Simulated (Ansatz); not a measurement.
# Ba on Mo(110): change of the work function, part 3 of 3

Wanted: Δφ(θ) for Ba/Mo(110), starting from the hollow site.

Ansatz 0.2.0; plane-wave DFT, PBE, Ansatz PAW.

So far, work function, upper face (eV): step 2 (the clean slab) 4.60; step 3 (37 atoms, coverage 0.111 ML, cell 3x3) 2.17.

## 4. Adsorbate added, k-mesh 6×6×1, coverage 0.25 ML

System of this step: Ba/Mo(110). The cell holds 17 atoms: 16 Mo and 1 Ba. Cell: a = 5.456 Å, b = 5.456 Å, c = 28.109 Å, α = 90.0°, β = 90.0°, γ = 70.5°. Vacuum lies along c.

Another coverage, to see how the dipoles act on each other as their distance changes.

Input file input.yaml:

```yaml
crystal:
  lattice:
    - [4.4547727214, -3.15, 0.0]
    - [4.4547727214, 3.15, 0.0]
    - [0.0, 0.0, 28.1090205161]
  atoms:
    - { symbol: Mo, position: [0.0, 0.0, 0.3201819144] }
    - { symbol: Mo, position: [0.25, 0.25, 0.3994228954] }
    - { symbol: Mo, position: [0.0, 0.0, 0.4794548464] }
    - { symbol: Mo, position: [0.25, 0.25, 0.5558058434] }
    - { symbol: Mo, position: [0.0, 0.5, 0.3201819144] }
    - { symbol: Mo, position: [0.25, 0.75, 0.3994228954] }
    - { symbol: Mo, position: [0.0, 0.5, 0.4794548464] }
    - { symbol: Mo, position: [0.25, 0.75, 0.5558058434] }
    - { symbol: Mo, position: [0.5, 0.0, 0.3201819144] }
    - { symbol: Mo, position: [0.75, 0.25, 0.3994228954] }
    - { symbol: Mo, position: [0.5, 0.0, 0.4794548464] }
    - { symbol: Mo, position: [0.75, 0.25, 0.5558058434] }
    - { symbol: Mo, position: [0.5, 0.5, 0.3201819144] }
    - { symbol: Mo, position: [0.75, 0.75, 0.3994228954] }
    - { symbol: Mo, position: [0.5, 0.5, 0.4794548464] }
    - { symbol: Mo, position: [0.75, 0.75, 0.5558058434] }
    - { symbol: Ba, position: [0.42, 0.42, 0.6798180856] }
kpoints:
  mp_grid: { grid: [6, 6, 1] }
hamiltonian:
  xc: pbe
scf:
  occupations: { method: fermi_dirac, width: 0.1 }
  convergence: { dr2_threshold: 1.0e-08 }
efield:
  axis: 3
  dipole_correction: true
  ramp_position: 0.97
  ramp_width: 0.06
relax:
  f_tol: 0.02
  max_steps: 60
  constraints: [{ sites: [0, 1, 4, 5, 8, 9, 12, 13] }]
output:
  dos: { projected: true, e_range: [-8, 4] }
  write_potential: true
  write_density: true
  volumetric_format: npy
  elf: true
```

Run with:

```sh
> ansatz run input.yaml --threads 4 --pin off --max-ram 16384MiB --backend cpu --events-out ev --progress --plain --runs-dir out
```

Standard output:

```text
[...]
Crystal: 17 atoms, lattice volume = 788.882 Å³
Basis set: ecut = 420 eV, 15441 PW (Γ), exchange–correlation on 80×80×384 points (8 copies of the dense FFT grid, shifted against one another)
Bands: 141, of which v1, the nominal top of the filled ones, is band 117 counted from 1 (116 counted from 0)
Symmetry: 2 space group operations
[...]
k-points: 13 of 36 (time reversal used)
[...]
SCF iter   1: F=—  HF=-85237.534499 eV  |F-HF|=—  |Δ(HF+E_count)|=         —  Δρ=7.69e-3  dr2=2.98e1  ethr=1.77e-3  p=0.548 e·Å  D=1.26e-1 V/Å  ΔV_dip=-3.53 eV  dr2_dipole=2.56e1  V_vac-E_F(+/−)=1.51/5.04 eV  ⟨swp⟩=12.5  Hψ=10629  notcnv=0
[...]
SCF iter  12: F=-85237.010351 eV  HF=-85237.010351 eV  |F-HF|=6.55e-10  |Δ(HF+E_count)|=   1.26e-8  Δρ=6.03e-7  dr2=9.53e-9  ethr=4.27e-12  p=0.331 e·Å  D=7.58e-2 V/Å  ΔV_dip=-2.13 eV  dr2_dipole=1.24e-9  V_vac-E_F(+/−)=2.53/4.66 eV  ⟨swp⟩=13.1  Hψ=14720  notcnv=0
SCF 1 converged in 12 iterations: F = -85237.010351 eV  dr2 = 9.53e-9
[...]
relax step   1: F+E_penalty+E_count = -85237.01035051 eV  Δ(F+E_penalty+E_count) = +0.000e0 eV  max|allowed force component| = 1.060e0 eV/Å  Δτ_max = 0.0000 Å  (12 SCF iters, accepted)
[...]
SCF iter  11: F=-85237.197801 eV  HF=-85237.197801 eV  |F-HF|=4.96e-9  |Δ(HF+E_count)|=   6.13e-9  Δρ=6.28e-7  dr2=9.95e-9  ethr=4.27e-12  p=0.348 e·Å  D=7.99e-2 V/Å  ΔV_dip=-2.25 eV  dr2_dipole=2.54e-10  V_vac-E_F(+/−)=2.41/4.66 eV  ⟨swp⟩=9.2  Hψ=14511  notcnv=0
SCF 2 converged in 11 iterations: F = -85237.197801 eV  dr2 = 9.95e-9
relax step   2: F+E_penalty+E_count = -85237.19780143 eV  Δ(F+E_penalty+E_count) = -1.875e-1 eV  max|allowed force component| = 9.985e-1 eV/Å  Δτ_max = 0.1717 Å  (11 SCF iters, accepted)
SCF iter   1: F=—  HF=-85237.435175 eV  |F-HF|=—  |Δ(HF+E_count)|=         —  Δρ=3.66e-3  dr2=1.11e0  ethr=1.39e-3  p=0.348 e·Å  D=7.99e-2 V/Å  ΔV_dip=-2.25 eV  dr2_dipole=1.80e-1  V_vac-E_F(+/−)=2.44/4.69 eV  ⟨swp⟩=5.5  Hψ=4410  notcnv=0
[...]
SCF iter  11: F=-85237.393065 eV  HF=-85237.393065 eV  |F-HF|=8.73e-11  |Δ(HF+E_count)|=   4.71e-9  Δρ=3.18e-7  dr2=2.28e-9  ethr=4.27e-12  p=0.372 e·Å  D=8.53e-2 V/Å  ΔV_dip=-2.40 eV  dr2_dipole=2.96e-10  V_vac-E_F(+/−)=2.25/4.65 eV  ⟨swp⟩=10.2  Hψ=11886  notcnv=0
SCF 3 converged in 11 iterations: F = -85237.393065 eV  dr2 = 2.28e-9
relax step   3: F+E_penalty+E_count = -85237.39306461 eV  Δ(F+E_penalty+E_count) = -1.953e-1 eV  max|allowed force component| = 6.845e-1 eV/Å  Δτ_max = 0.1951 Å  (11 SCF iters, accepted)
[...]
relax step   4: F+E_penalty+E_count = -85237.48461310 eV  Δ(F+E_penalty+E_count) = -9.155e-2 eV  max|allowed force component| = 1.478e-1 eV/Å  Δτ_max = 0.1993 Å  (10 SCF iters, accepted)
[...]
relax step   5: F+E_penalty+E_count = -85237.49589222 eV  Δ(F+E_penalty+E_count) = -1.128e-2 eV  max|allowed force component| = 7.688e-2 eV/Å  Δτ_max = 0.2000 Å  (11 SCF iters, accepted)
[...]
relax step   6: F+E_penalty+E_count = -85237.50964865 eV  Δ(F+E_penalty+E_count) = -1.376e-2 eV  max|allowed force component| = 8.281e-2 eV/Å  Δτ_max = 0.2000 Å  (10 SCF iters, accepted)
[...]
relax step   7: F+E_penalty+E_count = -85237.51727988 eV  Δ(F+E_penalty+E_count) = -7.631e-3 eV  max|allowed force component| = 2.192e-2 eV/Å  Δτ_max = 0.2000 Å  (10 SCF iters, accepted)
[...]
relax step   8: F+E_penalty+E_count = -85237.51918889 eV  Δ(F+E_penalty+E_count) = -1.909e-3 eV  max|allowed force component| = 2.944e-2 eV/Å  Δτ_max = 0.1937 Å  (10 SCF iters, accepted)
[...]
relax step   9: F+E_penalty+E_count = -85237.51924733 eV  Δ(F+E_penalty+E_count) = -5.844e-5 eV  max|allowed force component| = 2.041e-2 eV/Å  Δτ_max = 0.0147 Å  (8 SCF iters, accepted)
SCF iter   1: F=—  HF=-85237.518474 eV  |F-HF|=—  |Δ(HF+E_count)|=         —  Δρ=1.65e-4  dr2=1.80e-4  ethr=7.00e-7  p=0.397 e·Å  D=9.11e-2 V/Å  ΔV_dip=-2.56 eV  dr2_dipole=3.40e-6  V_vac-E_F(+/−)=2.08/4.64 eV  ⟨swp⟩=2.5  Hψ=3058  notcnv=0
[...]
SCF iter   6: F=-85237.519370 eV  HF=-85237.519370 eV  |F-HF|=1.76e-9  |Δ(HF+E_count)|=   1.78e-8  Δρ=5.37e-7  dr2=7.58e-9  ethr=4.27e-12  p=0.397 e·Å  D=9.11e-2 V/Å  ΔV_dip=-2.56 eV  dr2_dipole=1.56e-9  V_vac-E_F(+/−)=2.08/4.64 eV  ⟨swp⟩=11.2  Hψ=14587  notcnv=0
SCF 10 converged in 6 iterations: F = -85237.519370 eV  dr2 = 7.58e-9
relax step  10: F+E_penalty+E_count = -85237.51937006 eV  Δ(F+E_penalty+E_count) = -1.227e-4 eV  max|allowed force component| = 9.305e-4 eV/Å  Δτ_max = 0.0028 Å  (6 SCF iters, accepted)
[...]
WARN: The output density's exchange-correlation potential varies sharply where the density is thin. Do not read a vacuum level from v_tot or v_xc, or from such a field of the output density. On a cell that repeats whose density bears no net charge and no dipole along the vacuum's axis use v_es (v_loc + v_h of the components); under efield.dipole_correction with no amplitude use v_es + v_field, which holds any externa [...]
SCF converged after 6 iterations
Free energy (F): -85237.519370 eV
[...]
Internal energy: -85237.011880 eV  (E = F + TS)
E sigma→0 (E₀):  -85237.265625 eV
Entropy (-TS):   -0.507490 eV (-29.852 meV/atom)
Fermi energy:    5.208239 eV
Dipole field:    D = 0.091102 V/Å  (p = 0.397170 e·Å, saw-weighted, corrected)
Work function:   Φ+ = 2.0784 eV   Φ− = 4.6392 eV
[...]
--- Forces (eV/Å), atoms counted from 1 ---
  atom   1  Mo    -0.00002482    -0.00000000     0.52314656
  atom   2  Mo    -0.01996188     0.00000000    -0.45965808
  atom   3  Mo     0.00059066     0.00000000    -0.00093049
  atom   4  Mo     0.00016239    -0.00000000    -0.00002197
  atom   5  Mo     0.00000751    -0.00003798     0.48817856
  atom   6  Mo    -0.00030048    -0.01767242    -0.56474290
  atom   7  Mo     0.00006005    -0.00013102    -0.00022388
  atom   8  Mo    -0.00003138    -0.00020533     0.00009424
  atom   9  Mo     0.00000751     0.00003798     0.48817856
  atom  10  Mo    -0.00030048     0.01767242    -0.56474290
  atom  11  Mo     0.00006005     0.00013102    -0.00022388
  atom  12  Mo    -0.00003138     0.00020533     0.00009424
  atom  13  Mo     0.00003241    -0.00000000     0.55008873
  atom  14  Mo     0.01929688     0.00000000    -0.45965911
  atom  15  Mo     0.00020228    -0.00000000     0.00049208
  atom  16  Mo     0.00044017     0.00000000     0.00027633
  atom  17  Ba    -0.00019977     0.00000000    -0.00035051
  max |Σ_I F_I| component: 9.72e-6 eV/Å
--- Band table (eV; the first three rows and the last of 13) ---
  k-point 0: bands = [... 113 lower, 5.6252, 5.7967, 5.8246, 5.8486, 6.0948, 6.1308, 6.1689, 6.2981, ... 20 higher]
  k-point 1: bands = [... 113 lower, 5.4505, 5.5176, 5.7083, 5.7454, 5.7883, 5.9982, 6.0282, 6.1236, ... 20 higher]
  k-point 2: bands = [... 113 lower, 4.7233, 4.8292, 5.0182, 5.0696, 5.4098, 5.6049, 5.6779, 5.7635, ... 20 higher]
  k-point 12: bands = [... 113 lower, 4.3985, 4.5057, 4.5092, 4.5192, 4.5195, 4.6757, 4.6972, 5.0980, ... 20 higher]
--- Relaxed structure (10 steps of the walk, 10 accepted, 0 SCFs on fresh bases) ---
  F+E_penalty+E_count = -85237.51937006 eV   max|allowed force component| = 9.305e-4 eV/Å
  atoms:
    - { symbol: Mo, position: [0.0, 0.0, 0.3201819144] }
    - { symbol: Mo, position: [0.25, 0.25, 0.3994228954] }
    - { symbol: Mo, position: [-1.053409e-5, -1.053409e-5, 0.479459] }
    - { symbol: Mo, position: [0.252622, 0.252622, 0.557471] }
    - { symbol: Mo, position: [2.775558e-17, 0.5, 0.3201819144] }
    - { symbol: Mo, position: [0.250000, 0.75, 0.3994228954] }
    - { symbol: Mo, position: [-8.114193e-6, 0.499987, 0.478965] }
    - { symbol: Mo, position: [0.245618, 0.754357, 0.556147] }
    - { symbol: Mo, position: [0.5, 2.775558e-17, 0.3201819144] }
    - { symbol: Mo, position: [0.75, 0.250000, 0.3994228954] }
    - { symbol: Mo, position: [0.499987, -8.114193e-6, 0.478965] }
    - { symbol: Mo, position: [0.754357, 0.245618, 0.556147] }
    - { symbol: Mo, position: [0.5, 0.5, 0.3201819144] }
    - { symbol: Mo, position: [0.75, 0.75, 0.3994228954] }
    - { symbol: Mo, position: [0.499986, 0.499986, 0.479149] }
    - { symbol: Mo, position: [0.747350, 0.747350, 0.557462] }
    - { symbol: Ba, position: [0.500151, 0.500151, 0.657082] }
```

It took 9.1 min on 4 threads of Arm Neoverse V1, shared host; peak memory 3.1 GiB; 35 min of CPU time.

Relaxation path:

```tsv
step	energy less that of the first step (eV)	largest force component (eV/Å)
1	0.0000	1.0603
2	-0.1874	0.9985
3	-0.3827	0.6845
4	-0.4743	0.1478
5	-0.4855	0.0769
6	-0.4993	0.0828
7	-0.5069	0.0219
8	-0.5088	0.0294
9	-0.5089	0.0204
10	-0.5090	0.0009
```

Forces are held to the 2 operations that the program found; a distortion that breaks them can't arise in this run.

The atoms that moved most (Å):

```tsv
atom	dx	dy	dz	length
Ba17	0.714	0.000	-0.639	0.958
Mo4	0.023	0.000	0.047	0.052
Mo16	-0.024	0.000	0.047	0.052
Mo8	0.000	0.028	0.010	0.029
Mo12	0.000	-0.028	0.010	0.029
Mo11	0.000	0.000	-0.014	0.014
Mo7	0.000	0.000	-0.014	0.014
Mo15	0.000	0.000	-0.009	0.009
```

The relaxed structure:

```xyz
17
Lattice="4.4548 -3.1500 0.0000 4.4548 3.1500 0.0000 0.0000 0.0000 28.1090" Properties=species:S:1:pos:R:3
Mo    0.0000    0.0000    9.0000
Mo    2.2274    0.0000   11.2274
Mo   -0.0001    0.0000   13.4771
Mo    2.2508    0.0000   15.6700
Mo    2.2274    1.5750    9.0000
Mo    4.4548    1.5750   11.2274
Mo    2.2273    1.5750   13.4632
Mo    4.4547    1.6025   15.6327
Mo    2.2274   -1.5750    9.0000
Mo    4.4548   -1.5750   11.2274
Mo    2.2273   -1.5750   13.4632
Mo    4.4547   -1.6025   15.6327
Mo    4.4548    0.0000    9.0000
Mo    6.6822    0.0000   11.2274
Mo    4.4547    0.0000   13.4684
Mo    6.6586    0.0000   15.6697
Ba    4.4561    0.0000   18.4699
```

Read from the output:

- energy at zero smearing: -85237.2656 eV
- work function, upper face: 2.078 eV
- work function, lower face: 4.639 eV
- dipole along the normal: 0.3972 e·Å
- step between the vacuum levels: -2.561 eV

Running mean over 2.227 Å of the planar mean; the ramp of the sawtooth is left out. Electron's electrostatic potential energy less the Fermi level against z:

```tsv
z (Å)	electron's electrostatic potential energy less the Fermi level (eV)
3.5	4.64
4.0	4.64
4.5	4.64
5.0	4.63
5.5	4.60
6.0	4.50
6.5	4.18
7.0	3.16
7.5	-0.159
8.0	-6.00
8.5	-10.8
9.0	-12.4
9.5	-12.6
10.0	-12.7
10.5	-12.8
11.0	-12.9
11.5	-12.9
12.0	-12.8
12.5	-12.8
13.0	-12.8
13.5	-12.9
14.0	-13.1
14.5	-13.2
15.0	-13.0
15.5	-12.6
16.0	-11.6
16.5	-8.29
17.0	-3.64
17.5	-1.31
18.0	-1.66
18.5	-2.29
19.0	-2.11
19.5	-1.09
20.0	0.227
20.5	1.22
21.0	1.67
21.5	1.88
22.0	1.98
22.5	2.03
23.0	2.06
23.5	2.07
24.0	2.07
24.5	2.08
25.0	2.08
```

The density of states has structure finer than the step of the table below, so its rows give means over 0.2 eV. Peaks (eV: height): -2.89: 29.5, -2.71: 34.6, -2.44: 29.8, -2.02: 30.3, -1.86: 29.4, -1.53: 33.3, 1.05: 29.5.

The density of states by energy, zero at the Fermi level; means over each step:

```tsv
energy (eV)	density of states (states/eV a cell)
-7.0	0
-6.8	0.0346
-6.6	0.794
-6.4	0.853
-6.2	0.943
-6.0	1.03
-5.8	1.07
-5.6	1.22
-5.4	2.51
-5.2	2.46
-5.0	6.25
-4.8	14.5
-4.6	16.2
-4.4	18.1
-4.2	16.3
-4.0	17.4
-3.8	24.9
-3.6	23.3
-3.4	16.6
-3.2	21.5
-3.0	22.9
-2.8	24.9
-2.6	22.5
-2.4	19.7
-2.2	22.5
-2.0	20.0
-1.8	24.9
-1.6	27.1
-1.4	22.7
-1.2	19.0
-1.0	15.6
-0.8	13.6
-0.6	15.8
-0.4	13.1
-0.2	14.5
0.0	14.9
0.2	18.8
0.4	19.8
0.6	21.2
0.8	24.4
1.0	27.2
```

Projected DOS per atom over height of the atomic layer and energy from the Fermi level. Layers: Mo4 Mo4 Mo4 Mo4 Ba from below.

Ten even steps from '_' (0.00 states/eV) to '@' (1.92 states/eV), each cell a mean:
```
######**..
##++==**::
**----**--
++::::++..
**::::++::
##----**..
@@++++@@..
##++++%%::
##++++##__
##%%%%##__
==####++__
########__
==####++__
::####--__
..++++..__
__....____
__________
__________
__________
__________
__________
__________
```
Columns: height of the atomic layer (Å) from 9 to 18.5 (not evenly spaced); rows upwards: energy from the Fermi level (eV) from -7.96 to 1.15.

Valence density in the ca plane at fractional y = 0.500, with atoms of Mo and Ba within 0.2 Å of it. It is the smooth field of the valence electrons, not physical close to the nuclei.

Ten steps, logarithmic in the rise over the least value, from '0' (0.0 e/Å³) to '9' (6.5 e/Å³), each cell a mean:
```
99743333346999753333221100000000000000000000
87533333335787643333321110000000000000000000
54333343333455433343322111110000000000000000
43333343333344333344322222322100000000000000
55433333333455433333322245554210000000000000
87533333335788643333322356665310000000000000
99743333346999853333323466566421000000000000
99743333347999853333223565356521000000000000
98643333346899743333322466666420000000000000
76433333334676533333322345664310000000000000
44333343333444333343322233432100000000000000
44333343333444333343322111111000000000000000
76433333334676533333321110000000000000000000
98643333346899743333221100000000000000000000
99743333347999853333221100000000000000000000
```
Columns run along c (16.0 Å, from fractional 0.32 to 0.89 of the cell), rows up along a (5.5 Å). Atoms in or near the plane, at fractional coordinates: Mo at (0.48, 0.00), Mo at (0.48, 0.50), Ba at (0.66, 0.50).

ELF in the ca plane at fractional y = 0.500, with atoms of Mo and Ba within 0.2 Å of it. It is the smooth field of the valence electrons, not physical close to the nuclei.

Ten even steps from '0' (0.00) to '9' (0.86), each cell a mean:
```
68534434435867634433444432111111111000000000
76334333432677324333445421000001111000000000
43344333443343244333455310110000111100000000
33444333454333354333454223553210111110000000
43344333443343244333453258998521111110000000
86334333432687424333442499899841111110000000
68534434435867633434432694149952111110000000
47534434436846733444432682029952111111000000
87434333434788524433442597479842111110000000
64234333432465234333452379999631111110000000
33344333454333344333454236776311111110000000
33344333453333344333455211221100111100000000
64234333432465334333455420000001111100000000
87434333434788524433445432100011111000000000
47534434436846734444444443211111111000000000
```
Columns run along c (16.0 Å, from fractional 0.32 to 0.89 of the cell), rows up along a (5.5 Å). Atoms in or near the plane, at fractional coordinates: Mo at (0.48, 0.00), Mo at (0.48, 0.50), Ba at (0.66, 0.50).

Electrostatic potential energy in the ca plane at fractional y = 0.500, with atoms of Mo and Ba within 0.2 Å of it. With pseudopotentials it is smooth inside the atoms' cores, unlike the true potential.

Ten even steps from '0' (-62 eV) to '9' (8 eV), each cell a mean:
```
00589999985000379999999999999999999999999999
24799999997423689999999999999999999999999999
78999999999877899999999999999999999999999999
89999989999989999999999998889999999999999999
78999999999877899999999986668999999999999999
24799999997423689999999864446899999999999999
00589999985000379999999743334799999999999999
00489999984000279999999743234789999999999999
02689999986201489999999753335799999999999999
56899999998656799999999875557899999999999999
88999999999888999999999988788999999999999999
88999999999888999999999999999999999999999999
56899999998655799999999999999999999999999999
02689999986201489999999999999999999999999999
00489999984000279999999999999999999999999999
```
Columns run along c (16.0 Å, from fractional 0.32 to 0.89 of the cell; values clipped at the 3rd and 97th percentile), rows up along a (5.5 Å). Atoms in or near the plane, at fractional coordinates: Mo at (0.48, 0.00), Mo at (0.48, 0.50), Ba at (0.66, 0.50).

The relaxation took 10 steps and lowered the energy by 0.51 eV; the largest force on the free atoms ends at 9.3e-4 eV/Å.

By hand: a sheet of dipoles makes a step −p/(ε₀A) in the electron's potential. With e/ε₀ = 180.95 V·Å, p = 0.3972 e·Å and A = 28.07 Å², that is −180.95 × (0.3972) / 28.07 = -2.561 eV, and the two vacuum levels of the run differ by -2.561 eV.

The covered face has 2.08 eV, -2.52 eV against the clean one; the bare back face has moved by -0.06 eV, a measure of how thin the slab is.

## 5. Work function against coverage

This step: plane-wave DFT, PBE, Ansatz PAW; work function against coverage (Ansatz 0.2.0).

The runs are now put side by side.

This step gave:

| Quantity | Value |
| --- | --- |
| work function of the clean face | 4.598 eV |
| largest change of the work function | -2.520 eV |

Table of work function of the covered face by coverage:

```tsv
coverage (adsorbates/nm²)	work function of the covered face (eV)
0.00	4.60
1.58	2.17
3.56	2.08
```

The dipole per adsorbate comes from the change of the cell's dipole. Coverage, by row:

```tsv
coverage (1/nm²)	coverage (ML)	work function (eV)	change (eV)	dipole per adsorbate, positive end outwards (debye)	mean height of the added atoms over the highest substrate atom (Å)
1.583	0.1111	2.17	-2.428	4.024	2.79
3.563	0.25	2.078	-2.52	1.835	2.8
```

## 6. Outcome

| Item | Value |
| --- | --- |
| work function of the clean face | 4.60 eV |
| work function at 0.11 ML | 2.17 eV |
| work function at 0.25 ML | 2.08 eV |
| dipole per adsorbate at 0.11 ML, positive end outwards | 4.02 D |

What this shows: Ba lowers the work function of Mo(110) at the lowest coverage, by 2.43 eV: the adsorbate layer has its positive end outwards. The slab has 4 layers, at the tabulated experimental lattice constant, one starting site was run, and quantum-size effects of a slab this thin can reach one or two tenths of an eV.

[Long decimals in the printed logs are rounded to 6 places.]

[Logs are printed without paths, hosts, clocks, repeated set-up lines and the standing remarks that a program may print on its own settings, such as how far it seeks lower states.]

[Hosts, paths, dates, database ids (printed as entryN), source tags and the programs' standing remarks are cut or masked in the printed files.]

[Maps of the electrostatic potential energy from Ansatz leave out the sawtooth potential of an applied field or a dipole correction, so their vacuum need not be flat; planar profiles and work functions include it.]

[The density of states shown here was stored with 400 of the rows of the run's finer table, so its peaks can read low, often by over a quarter, or be missed, and its means over a window can be off by a tenth or more.]
